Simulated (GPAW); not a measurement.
# Foreign atoms in a relaxed Ru chain: which ones block the current?

One atom thick, a chain of Ru offers 6 channels a spin at the Fermi level. How much of the current survives when a foreign atom sits in the chain or at its side?

How it was computed: GPAW 26.7.0 in a basis of numerical atomic orbitals with PAW setups; lead and junction are solved self-consistently in repeated cells 9 Å or more across, their Hamiltonian and overlap matrices go into Green's functions with semi-infinite leads (ASE), and T is the Landauer transmission at zero bias, at the junction cell's Fermi level, for one spin or as the mean of both where a run is spin-polarised. Basis dzp and PBE unless a column says otherwise. The atoms between the held lead ends were first relaxed in the dzp basis, within the symmetry of the start (GPAW, PBE, forces under 0.05 eV/Å; an orbital basis tends to overbind); the leads kept an estimated spacing and the cell its length.

Results:

| atom | place | T, dzp | T, minimal basis |
| --- | --- | --- | --- |
| N | in line, replacing one chain atom | 2.77 | 2.8 |
| Sn | in line, replacing one chain atom | 2.54 | 2.56 |
| Si | two in line | 2.51 | 2.47 |
| Pd | two in line | 1.42 | 1.24 |
| Au | two in line | 0.943 | 0.959 |
| Na | in line, replacing one chain atom | 0.668 | 0.66 |

**Answer.** T at the Fermi level runs from 2.77 (N in line) down to 0.668 (Na in line), against 6 open channels a spin in the clean chain. The minimal basis misses the dzp value by a median factor of 1.01 and by 1.1 at worst, to be set beside the factor of 4.15 between the ends of the table.

Caveats: An evenly spaced straight chain is an idealisation of an electrode: free chains dimerise or zigzag, and their density of states has sharper edges than a bulk metal's. Once the lead is aligned to the junction's end layer, its own Fermi level lies within 0.02 eV of the zero used here in the dzp runs. No run was spin-polarised, so magnetic states weren't tested. Spin-orbit coupling is left out, which matters for the heavier atoms here. Element, place and number of foreign atoms change together from row to row, so the order can't be credited to the element alone. T at one energy can sit on the flank of a resonance and move with small shifts of the Fermi level. Junctions whose dzp lead is shut at the Fermi level or whose end layer misses the lead by over 0.25 eV were left out, as were H in line (its neighbours overlap directly) and, where atoms were relaxed, moves over 0.6 Å, which change the site.
